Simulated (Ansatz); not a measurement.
# Be4P2O (built on the sites of a database entry of Ca4Sb2O): a soft mode frozen in

Wanted: the energy along a soft mode of Be4P2O (built on the sites of a database entry of Ca4Sb2O) and the structure at the end.

Program: Ansatz 0.2.0. Level of theory: DFT PBEsol, scalar-relativistic, plane waves, PAW. Results are calculated unless marked as measured.

The structure was built from a prototype and need not be the compound's stable phase.

## Step 1: The structure

It takes space group I4/mmm (No. 139, tetragonal). Conventional cell: a = 3.583 Å, b = 3.583 Å, c = 10.943 Å, α = 90.00°, β = 90.00°, γ = 90.00°. Nearest to Be lie 2 O at 1.79 Å and 4 P at 2.40 Å. Nearest to Be lie 1 O at 1.72 Å and 5 P at 2.15 to 2.54 Å and 4 Be at 2.48 Å. Nearest to P lie 9 Be at 2.15 to 2.54 Å. Nearest to O lie 6 Be at 1.72 to 1.79 Å. Farther neighbours and most contacts between anions are not listed.

## Step 2: Modes at Γ

The cell comes from relaxations at this level that are not shown. The zone centre is the only wavevector solved here; it holds the modes that light can see, as far as symmetry allows. No field response is asked, since the mesh shows no gap.

input.yaml reads:

```yaml
crystal:
  lattice:
    - [-1.7913590676, 1.7913590676, 5.4716745197]
    - [1.7913590676, -1.7913590676, 5.4716745197]
    - [1.7913590676, 1.7913590676, -5.4716745197]
  atoms:
    - { symbol: Be, position: [0.5, 0.0, 0.5] }
    - { symbol: Be, position: [0.0, 0.5, 0.5] }
    - { symbol: Be, position: [0.343050778, 0.343050778, 0.0] }
    - { symbol: Be, position: [0.656949222, 0.656949222, 0.0] }
    - { symbol: P, position: [0.1462780517, 0.1462780517, 0.0] }
    - { symbol: P, position: [0.8537219483, 0.8537219483, 0.0] }
    - { symbol: O, position: [0.5, 0.5, 0.0] }
kpoints:
  mp_grid: { grid: [16, 16, 16] }
hamiltonian:
  xc: pbesol
scf:
  occupations: { method: methfessel_paxton, width: 0.2 }
output:
  eigenvalues: true
phonons:
  method: dfpt
```

Command:

```
$ ansatz run input.yaml --threads 8 --pin off --max-ram 14336MiB --backend cpu --events-out ev --progress --plain --runs-dir out
```

Numbers of over 12 decimals in the logs are rounded to 6 here.

The program printed:

```text
zone centre: on kpoints.mp_grid the ground state, and the responses unless they are solved on pairs of k-points, stand on 621 of the mesh's 4096 k-points, reduced under 4 symmetry operations, with k and −k counted as one. Each operation leaves every solved displacement unchanged or reverses it
Engine: ansatz 0.2.0, x86_64-unknown-linux-gnu
Pseudopotentials: kind: paw
Pseudopotential: Be, paw, valence charge 2, recommended cutoff 420 eV (normal), Be.paw.azcp
Pseudopotential: P, paw, valence charge 5, recommended cutoff 420 eV (normal), P.paw.azcp
Pseudopotential: O, paw, valence charge 6, recommended cutoff 420 eV (normal), O.paw.azcp
Functional definition: PBEsol
  exchange = pbesol_x
  correlation = pbesol_c
Crystal: 7 atoms, lattice volume = 70.234 Å³
Basis set: ecut = 420 eV, 1355 PW (Γ), exchange–correlation on 90×90×90 points (8 copies of the dense FFT grid, shifted against one another)
Bands: 19, of which v1, the nominal top of the filled ones, is band 12 counted from 1 (11 counted from 0)
Symmetry: 16 space group operations
k-points: 621 of 4096 (irreducible under 4 space group operations, time reversal used)
Non-local potential: Be, projectors of the file, l = 0: 2, l = 1: 2, l = 2: 1
Non-local potential: P, projectors of the file, l = 0: 2, l = 1: 2, l = 2: 2
Non-local potential: O, projectors of the file, l = 0: 2, l = 1: 2, l = 2: 1
PAW form: soft (Blöchl's): semilocal exchange-correlation on the pseudo side does not see the compensation charge
PAW frozen core: Be, regenerated for the run's functional, and the local potential with it (the file was generated under x = pbe(κ = 0.804, μ = 0.219515), c = pbe(β = 0.066725))
PAW frozen core: P, regenerated for the run's functional, and the local potential with it (the file was generated under x = pbe(κ = 0.804, μ = 0.219515), c = pbe(β = 0.066725))
PAW frozen core: O, regenerated for the run's functional, and the local potential with it (the file was generated under x = pbe(κ = 0.804, μ = 0.219515), c = pbe(β = 0.066725))
PAW one-centre angular grid: Be, 110 points (default); XC on 64 Gauss nodes
PAW one-centre angular grid: P, 110 points (default); XC on 64 Gauss nodes
PAW one-centre angular grid: O, 110 points (default); XC on 64 Gauss nodes
Initial density: superposition of atomic densities (neutral atoms: chi_scale 0, normalization atom), corrected by the library's trained network
Initial wavefunctions: pseudopotential atomic-orbital guess
Functional: x = pbesol(κ = 0.804, μ = 0.123457), c = pbesol(β = 0.046)
SCF iter   1: F=—  HF=-2403.562745 eV  |F-HF|=—  |Δ(HF+E_count)|=         —  Δρ=9.95e-3  dr2=6.53e-2  ethr=1.77e-3  ⟨swp⟩=5.8  Hψ=66086  notcnv=0
preconditioner: auto → Kerker (q_TF=auto, 2.281 Å⁻¹)  [metal: Δε(μ)=0.064 eV  Ē_g=10.103 eV  σ=0.200 eV  W_gap=0.26  n_scr=10 (ndim 8)  ℏωp=20.8 eV  f_vac=0.000  D(μ)=0.05/eV (n_scr^D=0)]
SCF iter   2: F=—  HF=-2403.546091 eV  |F-HF|=—  |Δ(HF+E_count)|=   1.67e-2  S|Δr|=    0.00e0  Δρ=2.57e-3  dr2=7.94e-3  ethr=2.72e-4  ⟨swp⟩=2.7  Hψ=23673  notcnv=0
SCF iter   3: F=—  HF=-2403.544969 eV  |F-HF|=—  |Δ(HF+E_count)|=   1.12e-3  S|Δr|=    0.00e0  Δρ=1.36e-3  dr2=2.31e-3  ethr=3.31e-5  ⟨swp⟩=1.0  Hψ=10662  notcnv=0
SCF iter   4: F=—  HF=-2403.544539 eV  |F-HF|=—  |Δ(HF+E_count)|=   4.30e-4  S|Δr|=    0.00e0  Δρ=1.47e-4  dr2=1.09e-5  ethr=9.64e-6  ⟨swp⟩=2.1  Hψ=13738  notcnv=0
SCF iter   5: F=—  HF=-2403.544539 eV  |F-HF|=—  |Δ(HF+E_count)|=   5.08e-7  S|Δr|=    0.00e0  Δρ=2.48e-5  dr2=8.82e-7  ethr=4.52e-8  ⟨swp⟩=2.2  Hψ=16981  notcnv=0
SCF iter   6: F=—  HF=-2403.544520 eV  |F-HF|=—  |Δ(HF+E_count)|=   1.92e-5  S|Δr|=    0.00e0  Δρ=5.02e-6  dr2=3.46e-8  ethr=3.67e-9  ⟨swp⟩=2.3  Hψ=14733  notcnv=0
SCF iter   7: F=—  HF=-2403.544520 eV  |F-HF|=—  |Δ(HF+E_count)|=   6.92e-9  S|Δr|=    0.00e0  Δρ=1.33e-6  dr2=2.15e-9  ethr=1.44e-10  ⟨swp⟩=2.7  Hψ=17929  notcnv=0
SCF iter   8: F=—  HF=-2403.544520 eV  |F-HF|=—  |Δ(HF+E_count)|=  4.46e-10  S|Δr|=    0.00e0  Δρ=2.80e-7  dr2=6.39e-11  ethr=8.95e-12  ⟨swp⟩=2.6  Hψ=17018  notcnv=0
SCF iter   9: F=-2403.544520 eV  HF=-2403.544520 eV  |F-HF|=2.27e-12  |Δ(HF+E_count)|=  9.55e-12  S|Δr|=    0.00e0  Δρ=5.13e-8  dr2=3.38e-12  ethr=1.00e-12  ⟨swp⟩=9.9  Hψ=62923  notcnv=0
SCF 1 converged in 9 iterations: F = -2403.544520 eV  dr2 = 3.38e-12
  greatest PAW one-centre occupation: 0.865 electrons in one spin orbital (limit 2), on the O atom at site 6 (counted from 0), in its partial waves of l = 0
DFPT response loops at Γ: preconditioner auto → Kerker (q_TF=auto, 2.281 Å⁻¹) (partly filled bands, converged f_vac=0.000); β = 1.00, the filter's whole step (`scf.mixing.beta` (0.50) is not read by the response loops under this deck's `scf.mixing.preconditioner`; to damp them name `kerker` or `kerker_dos`, under which they read `scf.mixing.beta`, and type it under 1.00, their step now; both keys bind the ground state too); Broyden in place of MSR1
SCF converged after 9 iterations
Stability not checked: this state was not tested for a lower state beside it, because cold or Methfessel-Paxton smearing, or corrected tetrahedra, fill the levels in a way that the test cannot read (fill_not_monotonic; see scf.lower_state_search)
Free energy (F): -2403.544520 eV
Harris-Foulkes:  -2403.544520 eV  (|F-HF|=2.27e-12)
Internal energy: -2403.544966 eV  (E = F + TS)
E sigma→0 (E₀):  -2403.544632 eV
Entropy (-TS):   0.000445 eV (0.064 meV/atom)
Fermi energy:    9.649881 eV
Step filling:    the computed levels leave a gap of 0.0010 eV = 0.0 smearing widths at the electron count; against every level under it full and every level over it empty, smearing changes F+E_penalty+E_count by +0.127 meV and its σ→0 estimate by +0.016 meV
--- Per-component energies (eV) ---
  E_band       = 42.221347
  E_kinetic    = 401.310451
  E_local      = -555.503683  (includes V_loc(G=0)·N_el)
  E_nonlocal   = 133.071311
  E_hartree    = 210.349769
  E_xc         = -275.312872
  E_vxc        = -300.956852  (∫ρ·V_xc dr)
  E_paw        = -1489.384309  (= ΣΔE_a)
  E_vpaw       = -56.401919  (= ΣTr[D̂ρ^β])
  E_aug_tail   = 0.002518  (compensation charges beyond the density's cutoff)
  E_ewald      = -828.243755
  E_core_change = 0.165605  (= ΣΔE_core)
  E_smearing   = 0.000445  (= −TS)
  E_closure    = 0.000000  (closes the sum)
  Σ components = -2403.544520   (vs F -2403.544520, Δ=0.00e0)
--- Band table (eV; the first three rows and the last of 621) ---
  k-point 0: bands = [... 8 lower, 6.5975, 8.0636, 8.4264, 8.4264, 10.6814, 11.1035, 12.8155, 13.2193, ... 3 higher]
  k-point 1: bands = [... 8 lower, 6.5366, 8.0846, 8.2431, 8.2675, 11.1282, 11.4393, 13.0147, 13.2512, ... 3 higher]
  k-point 2: bands = [... 8 lower, 6.3542, 7.2783, 7.8733, 8.8053, 12.1477, 12.2571, 13.2315, 13.2478, ... 3 higher]
  k-point 620: bands = [... 8 lower, 6.9889, 6.9889, 8.5431, 8.5431, 9.6091, 10.3408, 11.6627, 12.6729, ... 3 higher]
--- Phonons (Γ-DFPT): 9 representative perturbations + reference, on 621 of 4096 k-points (Σ response iterations 28) ---
  k mesh reduced under 4 symmetry operations, with k and −k counted as one. Each operation leaves every solved displacement unchanged or reverses it
  ASR residual: 1.374e-5 → 0.000e0 eV/Å²; symmetrization residual: 9.908e-7 eV/Å²
  ASR residual per site (eV/Å²): 1.37e-5 1.37e-5 8.52e-6 8.52e-6 1.56e-6 1.56e-6 1.03e-5
  Γ frequencies (cm⁻¹): -338.04 -338.04 -267.97 -267.97 0.00 0.00 0.00 143.47 160.62 160.62 239.61 239.61 351.16 351.16 361.00 373.03 430.85 430.85 483.98 601.64 613.99
  non-analytic LO–TO correction: not included (Born effective charges unavailable; polar crystals: no LO–TO splitting at Γ)
```

It took 4.7 min on 8 threads of Intel Xeon Platinum 8259CL at 2.50GHz (Skylake/Cascade Lake), shared host; peak memory 3.3 GiB; 31 min of CPU time.

This step gave:

```yaml
volume_per_atom: 10.03 Å³
gap_on_the_k_mesh: 0 eV
sum_rule_residual_before_enforcement: 1.37e-5 eV/Å²
point_group: 4/mmm
highest_optical_mode_at_the_zone_centre_no_lo_to_term: 614.0 cm⁻¹
lowest_optical_zone_centre_mode: -338.0 cm⁻¹
```

Patterns of degenerate modes are one choice out of their space. The modes at Γ (shares of kinetic energy by element, %) (negative means imaginary):

```
mode  frequency (cm⁻¹)  symmetry  Be %  P %  O %
   1            -338.0        Eu    85    9    6
   2            -338.0        Eu    85    9    6
   3            -268.0        Eg   100    0    0
   4            -268.0        Eg   100    0    0
   5               0.0  acoustic    32   54   14
   6               0.0  acoustic    32   54   14
   7               0.0  acoustic    32   54   14
   8             143.5       B2u   100    0    0
   9             160.6        Eu    84   10    7
  10             160.6        Eu    84   10    7
  11             239.6        Eg     0  100    0
  12             239.6        Eg     0  100    0
  13             351.2        Eu    20   25   55
  14             351.2        Eu    20   25   55
  15             361.0       A1g     9   91    0
  16             373.0       A2u    47   39   14
  17             430.9        Eu    79    2   18
  18             430.9        Eu    79    2   18
  19             484.0       A2u    45    3   51
  20             601.6       A1g    91    9    0
  21             614.0       A2u    76    3   21
```

Displacements in mode 1 (-338.0 cm⁻¹), the largest set to 1:
```
Be1  0.06  0.00  0.00
Be2 -0.30  0.00  0.00
Be3  1.00  0.01  0.00
Be4  1.00  0.01  0.00
P5  -0.18  0.00  0.00
P6  -0.18  0.00  0.00
O7  -0.28  0.00  0.00
```

Displacements in mode 19 (484.0 cm⁻¹), the largest set to 1:
```
Be1  0.00  0.00 -0.81
Be2  0.00  0.00 -0.81
Be3  0.00  0.00  0.36
Be4  0.00  0.00  0.36
P5   0.00  0.00 -0.13
P6   0.00  0.00 -0.13
O7   0.00  0.00  1.00
```

Before it was imposed, the acoustic sum rule was missed by 1.4e-5 eV/Å². Small misses are needed for a sound result but don't prove that mesh and cutoff are converged. The lowest optical mode is imaginary, 338.0i cm⁻¹, so the energy falls along it.

## Step 3: The mode frozen in, largest atomic shift 0 Å

The mode followed lies at Γ with frequency 338.0i cm⁻¹ and is 2-fold degenerate, the softest among the wavevectors solved. At small amplitude the distorted cell has space group no. 44 by a symmetry search on the positions. The undistorted cell that holds it gives the zero of energy on the same k mesh.

Edit input.yaml of step 2 so:

```diff
@@ -20,4 +20,4 @@
 output:
+  forces: true
+  stress: true
   eigenvalues: true
-phonons:
-  method: dfpt
```

The program printed:

```text
[...]
k-point 0: bands = [... 8 lower, 6.5975, 8.0636, 8.4264, 8.4264, 10.6814, 11.1035, 12.8154, 13.2193, ... 3 higher]
  k-point 1: bands = [... 8 lower, 6.5366, 8.0846, 8.2431, 8.2675, 11.1282, 11.4392, 13.0147, 13.2512, ... 3 higher]
  k-point 2: bands = [... 8 lower, 6.3542, 7.2783, 7.8732, 8.8054, 12.1477, 12.2571, 13.2314, 13.2478, ... 3 higher]
  k-point 348: bands = [... 8 lower, 6.9889, 6.9889, 8.5431, 8.5431, 9.6091, 10.3408, 11.6627, 12.6729, ... 3 higher]
[key lines of the parts left out:]
SCF converged after 6 iterations
Free energy (F): -2403.544520 eV
Fermi energy:    9.649891 eV
P = ⅓ Tr σ = 0.0032 GPa (0.032 kbar)
```

Elapsed: 5.9 s, on 8 threads; peak memory 0.74 GiB; 41 s of CPU time.

This step gave:

- pressure: 0.003206 GPa
- energy from the undistorted cell: 0 meV/atom

The run ends at a pressure of 0.00 GPa, with forces up to 4.6e-4 eV/Å.

## Step 4: The mode frozen in, largest atomic shift 0.45 Å

The atoms are moved along the unstable eigenvector, the largest shift by 0.45 Å, with the cell fixed.

input.yaml, the sections that differ from step 3:

```yaml
crystal:
  lattice:
    - [-1.7913590676, 1.7913590676, 5.4716745197]
    - [1.7913590676, -1.7913590676, 5.4716745197]
    - [1.7913590676, 1.7913590676, -5.4716745197]
  atoms:
    - { symbol: Be, position: [0.5, -0.0073506974, 0.4926493026] }
    - { symbol: Be, position: [0.0, 0.5374629746, 0.5374629746] }
    - { symbol: Be, position: [0.343050778, 0.2174478188, -0.1256029593] }
    - { symbol: Be, position: [0.656949222, 0.5313462627, -0.1256029593] }
    - { symbol: P, position: [0.1462780517, 0.1692930964, 0.0230150447] }
    - { symbol: P, position: [0.8537219483, 0.8767369931, 0.0230150447] }
    - { symbol: O, position: [0.5, 0.5354279231, 0.0354279231] }
# kpoints, hamiltonian, scf, output: as in step 3
```

The program printed:

```text
[...]
Crystal: 7 atoms, lattice volume = 70.234 Å³
Basis set: ecut = 420 eV, 1355 PW (Γ), FFT grids on a1+a3, a2+a3, a3, exchange–correlation on 48×48×90 points (8 copies of the dense FFT grid, shifted against one another)
Bands: 19, of which v1, the nominal top of the filled ones, is band 12 counted from 1 (11 counted from 0)
Symmetry: 4 space group operations
[...]
k-point 0: bands = [... 8 lower, 7.0744, 7.8487, 8.3654, 8.5111, 9.9368, 10.2649, 13.0938, 13.1435, ... 3 higher]
  k-point 1: bands = [... 8 lower, 6.9137, 7.5652, 8.1000, 8.6151, 10.4042, 10.6004, 13.2336, 13.2874, ... 3 higher]
  k-point 2: bands = [... 8 lower, 6.6614, 6.8411, 7.6168, 8.9272, 11.3613, 11.3889, 13.3557, 13.5244, ... 3 higher]
  k-point 620: bands = [... 8 lower, 6.4896, 7.1049, 7.8764, 8.7961, 9.3695, 9.9235, 10.9521, 12.6605, ... 3 higher]
[key lines of the parts left out:]
SCF converged after 6 iterations
Free energy (F): -2403.909887 eV
Fermi energy:    9.347415 eV
P = ⅓ Tr σ = 2.4573 GPa (24.573 kbar)
```

Elapsed: 14 s, on 8 threads; peak memory 1 GiB.

This step gave:

```
pressure                         : 2.457 GPa
gap on the k-mesh                : 0.1057 eV
energy from the undistorted cell : -52.20 meV/atom
```

The energy, extrapolated to zero smearing, is -52.20 meV/atom against the undistorted cell.

The run ends at a pressure of 2.46 GPa, with forces up to 0.53 eV/Å.

## Step 5: Energy along the mode, all amplitudes (two of the runs are shown above)

An imaginary frequency means negative curvature, so the energy should fall and then rise again as anharmonic terms take over.

Numbers from this step:

```
depth at the lowest point sampled  : 52.20 meV/atom
largest atomic shift at that point : 0.45 Å
```

Table of energy from the parent by largest atomic shift:

```
largest atomic shift (Å)  energy from the parent (meV/atom)
                   0.000                                  0
                   0.040                              -1.06
                   0.080                              -4.16
                   0.140                              -12.1
                   0.220                              -26.5
                   0.320                              -44.3
                   0.450                              -52.2
                   0.600                              -17.7
```

Displacement at unit largest shift by atom:

```
atom  x (Å)  y (Å)  z (Å)  size
 Be1  -0.06   0.00   0.00  0.06
 Be2   0.30   0.00   0.00  0.30
 Be3  -1.00   0.00   0.00  1.00
 Be4  -1.00   0.00   0.00  1.00
  P5   0.18   0.00   0.00  0.18
  P6   0.18   0.00   0.00  0.18
  O7   0.28   0.00   0.00  0.28
```

The lowest of the steps tried is at 0.45 Å, 52.2 meV/atom below the parent; the bottom of the well need not coincide with a step.

(Continued in part 2 of 3.)

[Logs are printed without paths, hosts, clocks, repeated set-up lines and the standing remarks that a program may print on its own settings, such as how far it seeks lower states.]

[Hosts, paths, dates, database ids (printed as entryN), source tags and the programs' standing remarks are cut or masked in the printed files.]
